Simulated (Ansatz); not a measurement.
# Mg on Al(111): change of the work function, part 2 of 4

Aim: the work function of Al(111) at several coverages of Mg (fcc site), and the dipole that each adsorbate carries.

Ansatz 0.2.0; plane-wave DFT, PBE, Ansatz PAW.

So far, work function, upper face (eV): step 2 (the clean slab) 4.02.

## (3) Adsorbate added, k-mesh 4×4×1, coverage 0.111 ML

System of this step: Mg/Al(111). The cell holds 37 atoms: 36 Al and 1 Mg. Its edges and angles: a = 8.591 Å, b = 8.591 Å, c = 27.090 Å, α = 90.0°, β = 90.0°, γ = 60.0°. Vacuum lies along c.

The clean slab as it ended is repeated in the plane and the adsorbate is set on one face; the cell's size fixes the coverage, and the k-mesh shrinks with it to keep the sampling density about even. Adsorbate and upper layers relax, since the dipole depends on the height.

The input, input.yaml:

```yaml
crystal:
  lattice:
    - [8.5913473915, 0.0, 0.0]
    - [4.2956736957, 7.4403250937, 0.0]
    - [0.0, 0.0, 27.0902784954]
  atoms:
    - { symbol: Al, position: [0.0, 0.0, 0.3322224982] }
    - { symbol: Al, position: [0.1111111111, 0.1111111111, 0.4185364352] }
    - { symbol: Al, position: [0.2222222222, 0.2222222222, 0.5029095475] }
    - { symbol: Al, position: [0.0, 0.0, 0.5890493975] }
    - { symbol: Al, position: [0.0, 0.3333333333, 0.3322224982] }
    - { symbol: Al, position: [0.1111111111, 0.4444444444, 0.4185364352] }
    - { symbol: Al, position: [0.2222222222, 0.5555555556, 0.5029095475] }
    - { symbol: Al, position: [0.0, 0.3333333333, 0.5890493975] }
    - { symbol: Al, position: [0.0, 0.6666666667, 0.3322224982] }
    - { symbol: Al, position: [0.1111111111, 0.7777777778, 0.4185364352] }
    - { symbol: Al, position: [0.2222222222, 0.8888888889, 0.5029095475] }
    - { symbol: Al, position: [0.0, 0.6666666667, 0.5890493975] }
    - { symbol: Al, position: [0.3333333333, 0.0, 0.3322224982] }
    - { symbol: Al, position: [0.4444444444, 0.1111111111, 0.4185364352] }
    - { symbol: Al, position: [0.5555555556, 0.2222222222, 0.5029095475] }
    - { symbol: Al, position: [0.3333333333, 0.0, 0.5890493975] }
    - { symbol: Al, position: [0.3333333333, 0.3333333333, 0.3322224982] }
    - { symbol: Al, position: [0.4444444444, 0.4444444444, 0.4185364352] }
    - { symbol: Al, position: [0.5555555556, 0.5555555556, 0.5029095475] }
    - { symbol: Al, position: [0.3333333333, 0.3333333333, 0.5890493975] }
    - { symbol: Al, position: [0.3333333333, 0.6666666667, 0.3322224982] }
    - { symbol: Al, position: [0.4444444444, 0.7777777778, 0.4185364352] }
    - { symbol: Al, position: [0.5555555556, 0.8888888889, 0.5029095475] }
    - { symbol: Al, position: [0.3333333333, 0.6666666667, 0.5890493975] }
    - { symbol: Al, position: [0.6666666667, 0.0, 0.3322224982] }
    - { symbol: Al, position: [0.7777777778, 0.1111111111, 0.4185364352] }
    - { symbol: Al, position: [0.8888888889, 0.2222222222, 0.5029095475] }
    - { symbol: Al, position: [0.6666666667, 0.0, 0.5890493975] }
    - { symbol: Al, position: [0.6666666667, 0.3333333333, 0.3322224982] }
    - { symbol: Al, position: [0.7777777778, 0.4444444444, 0.4185364352] }
    - { symbol: Al, position: [0.8888888889, 0.5555555556, 0.5029095475] }
    - { symbol: Al, position: [0.6666666667, 0.3333333333, 0.5890493975] }
    - { symbol: Al, position: [0.6666666667, 0.6666666667, 0.3322224982] }
    - { symbol: Al, position: [0.7777777778, 0.7777777778, 0.4185364352] }
    - { symbol: Al, position: [0.8888888889, 0.8888888889, 0.5029095475] }
    - { symbol: Al, position: [0.6666666667, 0.6666666667, 0.5890493975] }
    - { symbol: Mg, position: [0.1111111111, 0.1111111111, 0.6677775018] }
kpoints:
  mp_grid: { grid: [4, 4, 1] }
hamiltonian:
  xc: pbe
scf:
  occupations: { method: fermi_dirac, width: 0.1 }
  convergence: { dr2_threshold: 1.0e-08 }
efield:
  axis: 3
  dipole_correction: true
  ramp_position: 0.97
  ramp_width: 0.06
relax:
  f_tol: 0.02
  max_steps: 60
  constraints:
    - { sites: [0, 1, 4, 5, 8, 9, 12, 13, 16, 17, 20, 21, 24, 25, 28, 29, 32, 33] }
output:
  write_potential: true
  write_density: true
  volumetric_format: npy
```

Command:

```
ansatz run input.yaml --threads 2 --pin off --max-ram 4096MiB --backend cpu --events-out ev --progress --plain --runs-dir out
```

Standard output:

```text
[...]
Crystal: 37 atoms, lattice volume = 1731.676 Å³
Basis set: ecut = 420 eV, 33901 PW (Γ), exchange–correlation on 120×120×384 points (8 copies of the dense FFT grid, shifted against one another)
Bands: 96, of which v1, the nominal top of the filled ones, is band 59 counted from 1 (58 counted from 0)
Symmetry: 6 space group operations
[...]
k-points: 4 of 16 (time reversal used)
[...]
SCF iter   1: F=—  HF=-21266.675374 eV  |F-HF|=—  |Δ(HF+E_count)|=         —  Δρ=1.46e-3  dr2=4.28e-1  ethr=1.77e-3  p=0.165 e·Å  D=1.72e-2 V/Å  ΔV_dip=-0.47 eV  dr2_dipole=2.04e-2  V_vac-E_F(+/−)=3.50/3.97 eV  ⟨swp⟩=16.0  Hψ=2560  notcnv=0  defer=5
[...]
SCF iter   8: F=-21266.660216 eV  HF=-21266.660216 eV  |F-HF|=1.08e-8  |Δ(HF+E_count)|=   7.03e-8  Δρ=2.19e-7  dr2=1.80e-9  ethr=8.47e-12  p=0.158 e·Å  D=1.65e-2 V/Å  ΔV_dip=-0.45 eV  dr2_dipole=5.38e-11  V_vac-E_F(+/−)=3.54/3.98 eV  ⟨swp⟩=11.0  Hψ=2558  notcnv=0
SCF 1 converged in 8 iterations: F = -21266.660216 eV  dr2 = 1.80e-9
[...]
relax step   1: F+E_penalty+E_count = -21266.66021596 eV  Δ(F+E_penalty+E_count) = +0.000e0 eV  max|allowed force component| = 9.067e-1 eV/Å  Δτ_max = 0.0000 Å  (8 SCF iters, accepted)
[...]
SCF iter   7: F=-21266.768718 eV  HF=-21266.768718 eV  |F-HF|=1.93e-8  |Δ(HF+E_count)|=   1.38e-7  Δρ=4.06e-7  dr2=7.71e-9  ethr=8.47e-12  p=0.155 e·Å  D=1.62e-2 V/Å  ΔV_dip=-0.44 eV  dr2_dipole=1.92e-11  V_vac-E_F(+/−)=3.54/3.98 eV  ⟨swp⟩=11.2  Hψ=2663  notcnv=0
SCF 2 converged in 7 iterations: F = -21266.768718 eV  dr2 = 7.71e-9
relax step   2: F+E_penalty+E_count = -21266.76871770 eV  Δ(F+E_penalty+E_count) = -1.085e-1 eV  max|allowed force component| = 9.258e-2 eV/Å  Δτ_max = 0.1440 Å  (7 SCF iters, accepted)
SCF iter   1: F=—  HF=-21266.771287 eV  |F-HF|=—  |Δ(HF+E_count)|=         —  Δρ=1.29e-4  dr2=1.22e-3  ethr=1.91e-5  p=0.155 e·Å  D=1.62e-2 V/Å  ΔV_dip=-0.44 eV  dr2_dipole=1.28e-4  V_vac-E_F(+/−)=3.54/3.98 eV  ⟨swp⟩=3.2  Hψ=797  notcnv=0  defer=10
[...]
SCF iter   6: F=-21266.770675 eV  HF=-21266.770675 eV  |F-HF|=1.54e-8  |Δ(HF+E_count)|=   5.14e-8  Δρ=2.53e-7  dr2=2.69e-9  ethr=8.47e-12  p=0.155 e·Å  D=1.62e-2 V/Å  ΔV_dip=-0.44 eV  dr2_dipole=4.78e-10  V_vac-E_F(+/−)=3.54/3.98 eV  ⟨swp⟩=10.0  Hψ=2385  notcnv=0
SCF 3 converged in 6 iterations: F = -21266.770675 eV  dr2 = 2.69e-9
relax step   3: F+E_penalty+E_count = -21266.77067514 eV  Δ(F+E_penalty+E_count) = -1.957e-3 eV  max|allowed force component| = 3.189e-2 eV/Å  Δτ_max = 0.0205 Å  (6 SCF iters, accepted)
SCF iter   1: F=—  HF=-21266.771351 eV  |F-HF|=—  |Δ(HF+E_count)|=         —  Δρ=5.27e-5  dr2=2.25e-4  ethr=2.21e-6  p=0.155 e·Å  D=1.62e-2 V/Å  ΔV_dip=-0.44 eV  dr2_dipole=3.10e-5  V_vac-E_F(+/−)=3.54/3.98 eV  ⟨swp⟩=2.0  Hψ=794  notcnv=0  defer=11
[...]
SCF iter   5: F=-21266.770914 eV  HF=-21266.770914 eV  |F-HF|=9.21e-9  |Δ(HF+E_count)|=   9.31e-8  Δρ=2.70e-7  dr2=2.87e-9  ethr=8.47e-12  p=0.154 e·Å  D=1.61e-2 V/Å  ΔV_dip=-0.44 eV  dr2_dipole=1.85e-10  V_vac-E_F(+/−)=3.54/3.98 eV  ⟨swp⟩=11.0  Hψ=2534  notcnv=0
SCF 4 converged in 5 iterations: F = -21266.770914 eV  dr2 = 2.87e-9
relax step   4: F+E_penalty+E_count = -21266.77091422 eV  Δ(F+E_penalty+E_count) = -2.391e-4 eV  max|allowed force component| = 3.340e-3 eV/Å  Δτ_max = 0.0097 Å  (5 SCF iters, accepted)
NSCF: frozen V_eff on 4 k-points
the search or the solves at the SCF's close seem to have found levels that the self-consistency loop had missed (the run counts 1). By its estimate they hold under 1e-12 electrons; where the run keeps them, the occupations were computed again with them
WARN: The output density's exchange-correlation potential varies sharply where the density is thin. Do not read a vacuum level from v_tot or v_xc, or from such a field of the output density. On a cell that repeats whose density bears no net charge and no dipole along the vacuum's axis use v_es (v_loc + v_h of the components); under efield.dipole_correction with no amplitude use v_es + v_field, which holds any externa [...]
SCF converged after 5 iterations
Free energy (F): -21266.770914 eV
[...]
Internal energy: -21266.215619 eV  (E = F + TS)
E sigma→0 (E₀):  -21266.493267 eV
Entropy (-TS):   -0.555295 eV (-15.008 meV/atom)
Fermi energy:    0.424217 eV
Dipole field:    D = 0.016139 V/Å  (p = 0.154447 e·Å, saw-weighted, corrected)
Work function:   Φ+ = 3.5402 eV   Φ− = 3.9774 eV
[...]
--- Forces (eV/Å), atoms counted from 1 ---
  atom   1  Al     0.03316850     0.01914984    -0.00742184
  atom   2  Al     0.00000000     0.00000000    -0.09262400
  atom   3  Al     0.00131089     0.00075684    -0.00168626
  atom   4  Al     0.00007814     0.00004511    -0.00191828
  atom   5  Al     0.00000000    -0.03829969    -0.00742184
  atom   6  Al    -0.00642405    -0.05212448    -0.02334602
  atom   7  Al    -0.00034886     0.00020142    -0.00012733
  atom   8  Al     0.00000000    -0.00009022    -0.00191828
  atom   9  Al    -0.00025784     0.00014887     0.05395690
  atom  10  Al     0.04192909     0.03162563    -0.02334602
  atom  11  Al     0.00000000    -0.00151368    -0.00168626
  atom  12  Al    -0.00028133     0.00016243     0.00000309
  atom  13  Al    -0.03316850     0.01914984    -0.00742184
  atom  14  Al    -0.04835315     0.02049884    -0.02334602
  atom  15  Al     0.00000000    -0.00040283    -0.00012733
  atom  16  Al    -0.00007814     0.00004511    -0.00191828
  atom  17  Al    -0.04627974    -0.02671962     0.04111329
  atom  18  Al     0.00000000     0.00000000     0.00811339
  atom  19  Al     0.00034886     0.00020142    -0.00012733
  atom  20  Al     0.00071246     0.00041134     0.00047876
  atom  21  Al    -0.00000000     0.05343924     0.04111329
  atom  22  Al    -0.04192909     0.03162563    -0.02334602
  atom  23  Al    -0.00027974     0.00016151     0.00233937
  atom  24  Al     0.00000000    -0.00082268     0.00047876
  atom  25  Al     0.00000000    -0.00029773     0.05395690
  atom  26  Al     0.04835315     0.02049884    -0.02334602
  atom  27  Al    -0.00131089     0.00075684    -0.00168626
  atom  28  Al     0.00000000    -0.00032485     0.00000309
  atom  29  Al     0.04627974    -0.02671962     0.04111329
  atom  30  Al     0.00642405    -0.05212448    -0.02334602
  atom  31  Al     0.00000000    -0.00032302     0.00233937
  atom  32  Al    -0.00071246     0.00041134     0.00047876
  atom  33  Al     0.00025784     0.00014887     0.05395690
  atom  34  Al     0.00000000     0.00000000    -0.03898610
  atom  35  Al     0.00027974     0.00016151     0.00233937
  atom  36  Al     0.00028133     0.00016243     0.00000309
  atom  37  Mg    -0.00000000    -0.00000000     0.00333997
  max |Σ_I F_I| component: 1.98e-5 eV/Å
--- Band table (eV) ---
  k-point 0: bands = [... 55 lower, -0.2280, -0.0442, -0.0442, -0.0044, 0.0221, 0.0268, 0.0268, 0.7032, ... 33 higher]
  k-point 1: bands = [... 55 lower, 0.0639, 0.0841, 0.1823, 0.1925, 0.2176, 0.3258, 0.3379, 0.6106, ... 33 higher]
  k-point 2: bands = [... 55 lower, 0.2315, 0.4755, 0.5420, 0.5576, 0.6472, 0.6561, 0.6672, 1.0090, ... 33 higher]
  k-point 3: bands = [... 55 lower, -0.0154, 0.4204, 0.4776, 0.5406, 0.6482, 0.7225, 0.7994, 0.9283, ... 33 higher]
--- Relaxed structure (4 steps of the walk, 4 accepted, 0 SCFs on fresh bases) ---
  F+E_penalty+E_count = -21266.77091422 eV   max|allowed force component| = 3.340e-3 eV/Å
  atoms:
    - { symbol: Al, position: [1.111111e-11, 1.111111e-11, 0.3322224982] }
    - { symbol: Al, position: [0.111111, 0.111111, 0.4185364352] }
    - { symbol: Al, position: [0.221893, 0.221893, 0.502903] }
    - { symbol: Al, position: [-0.00322439, -0.00322439, 0.588609] }
    - { symbol: Al, position: [1.111114e-11, 0.333333, 0.3322224982] }
    - { symbol: Al, position: [0.111111, 0.444444, 0.4185364352] }
    - { symbol: Al, position: [0.222552, 0.555391, 0.502810] }
    - { symbol: Al, position: [-0.00322439, 0.339782, 0.588609] }
    - { symbol: Al, position: [-2.222217e-11, 0.666667, 0.3322224982] }
    - { symbol: Al, position: [0.111111, 0.777778, 0.4185364352] }
    - { symbol: Al, position: [0.221893, 0.889548, 0.502903] }
    - { symbol: Al, position: [0.00017037, 0.666581, 0.588098] }
    - { symbol: Al, position: [0.333333, 1.111111e-11, 0.3322224982] }
    - { symbol: Al, position: [0.444444, 0.111111, 0.4185364352] }
    - { symbol: Al, position: [0.555391, 0.222552, 0.502810] }
    - { symbol: Al, position: [0.339782, -0.00322439, 0.588609] }
    - { symbol: Al, position: [0.333333, 0.333333, 0.3322224982] }
    - { symbol: Al, position: [0.444444, 0.444444, 0.4185364352] }
    - { symbol: Al, position: [0.555391, 0.555391, 0.502810] }
    - { symbol: Al, position: [0.333202, 0.333202, 0.589387] }
    - { symbol: Al, position: [0.333333, 0.666667, 0.3322224982] }
    - { symbol: Al, position: [0.444444, 0.777778, 0.4185364352] }
    - { symbol: Al, position: [0.555610, 0.888862, 0.502428] }
    - { symbol: Al, position: [0.333202, 0.666928, 0.589387] }
    - { symbol: Al, position: [0.666667, -2.222220e-11, 0.3322224982] }
    - { symbol: Al, position: [0.777778, 0.111111, 0.4185364352] }
    - { symbol: Al, position: [0.889548, 0.221893, 0.502903] }
    - { symbol: Al, position: [0.666581, 0.00017037, 0.588098] }
    - { symbol: Al, position: [0.666667, 0.333333, 0.3322224982] }
    - { symbol: Al, position: [0.777778, 0.444444, 0.4185364352] }
    - { symbol: Al, position: [0.888862, 0.555610, 0.502428] }
    - { symbol: Al, position: [0.666928, 0.333202, 0.589387] }
    - { symbol: Al, position: [0.666667, 0.666667, 0.3322224982] }
    - { symbol: Al, position: [0.777778, 0.777778, 0.4185364352] }
    - { symbol: Al, position: [0.888862, 0.888862, 0.502428] }
    - { symbol: Al, position: [0.666581, 0.666581, 0.588098] }
    - { symbol: Mg, position: [0.111111, 0.111111, 0.674210] }
```

It took 2.3 min on 2 threads of Arm Neoverse V1, shared host; peak memory 2.1 GiB; 4.5 min of CPU time.

Relaxation path:

```
step  energy less that of the first step (eV)  largest force component (eV/Å)
   1                                   0.0000                          0.9067
   2                                  -0.1085                          0.0926
   3                                  -0.1105                          0.0319
   4                                  -0.1107                          0.0033
```

Forces are held to the 6 operations that the program found; a distortion that breaks them can't arise in this run.

The atoms that moved most (Å):

```
atom      dx      dy      dz  length
Mg37   0.000   0.000   0.174   0.174
 Al8   0.000   0.048  -0.012   0.049
Al16   0.042  -0.024  -0.012   0.049
 Al4  -0.042  -0.024  -0.012   0.049
Al12   0.001  -0.001  -0.026   0.026
Al28   0.000   0.001  -0.026   0.026
Al36  -0.001  -0.001  -0.026   0.026
Al23   0.000   0.000  -0.013   0.013
```

Final coordinates:

```xyz
37
Lattice="8.5913 0.0000 0.0000 4.2957 7.4403 0.0000 0.0000 0.0000 27.0903" Properties=species:S:1:pos:R:3
Al    0.0000    0.0000    9.0000
Al    1.4319    0.8267   11.3383
Al    2.8595    1.6510   13.6238
Al   -0.0416   -0.0240   15.9456
Al    1.4319    2.4801    9.0000
Al    2.8638    3.3068   11.3383
Al    4.2978    4.1323   13.6213
Al    1.4319    2.5281   15.9456
Al    2.8638    4.9602    9.0000
Al    4.2957    5.7869   11.3383
Al    5.7276    6.6185   13.6238
Al    2.8649    4.9596   15.9317
Al    2.8638    0.0000    9.0000
Al    4.2957    0.8267   11.3383
Al    5.7276    1.6559   13.6213
Al    2.9053   -0.0240   15.9456
Al    4.2957    2.4801    9.0000
Al    5.7276    3.3068   11.3383
Al    7.1573    4.1323   13.6213
Al    4.2940    2.4791   15.9666
Al    5.7276    4.9602    9.0000
Al    7.1595    5.7869   11.3383
Al    8.5917    6.6134   13.6109
Al    5.7276    4.9622   15.9666
Al    5.7276    0.0000    9.0000
Al    7.1595    0.8267   11.3383
Al    8.5956    1.6510   13.6238
Al    5.7276    0.0013   15.9317
Al    7.1595    2.4801    9.0000
Al    8.5913    3.3068   11.3383
Al   10.0232    4.1339   13.6109
Al    7.1611    2.4791   15.9666
Al    8.5913    4.9602    9.0000
Al   10.0232    5.7869   11.3383
Al   11.4548    6.6134   13.6109
Al    8.5902    4.9596   15.9317
Mg    1.4319    0.8267   18.2645
```

Numbers from this step:

```
energy at zero smearing        : -21266.4933 eV
work function, upper face      : 3.540 eV
work function, lower face      : 3.977 eV
dipole along the normal        : 0.1544 e·Å
step between the vacuum levels : -0.4372 eV
```

Running mean over 2.338 Å of the planar mean; the ramp of the sawtooth is left out. Electron's electrostatic potential energy less the Fermi level against z:

```
z (Å)  electron's electrostatic potential energy less the Fermi level (eV)
    4                                                                 3.98
    5                                                                 3.97
    6                                                                 3.89
    7                                                                 2.88
    8                                                                -1.38
    9                                                                -4.40
   10                                                                -4.58
   11                                                                -4.61
   12                                                                -4.80
   13                                                                -4.79
   14                                                                -4.63
   15                                                                -4.61
   16                                                                -4.38
   17                                                                -1.62
   18                                                                 1.77
   19                                                                 2.58
   20                                                                 3.30
   21                                                                 3.51
   22                                                                 3.54
   23                                                                 3.54
```

The relaxation took 4 steps and lowered the energy by 0.11 eV; the largest force on the free atoms ends at 0.0033 eV/Å.

The covered face has 3.54 eV, -0.48 eV against the clean one; the bare back face has moved by -0.04 eV, a measure of how thin the slab is.

(Continued in part 3 of 4.)

[Long decimals in the printed logs are rounded to 6 places.]

[Logs are printed without paths, hosts, clocks, repeated set-up lines and the standing remarks that a program may print on its own settings, such as how far it seeks lower states.]

[Hosts, paths, dates, database ids (printed as entryN), source tags and the programs' standing remarks are cut or masked in the printed files.]

[Maps of the electrostatic potential energy from Ansatz leave out the sawtooth potential of an applied field or a dipole correction, so their vacuum need not be flat; planar profiles and work functions include it.]
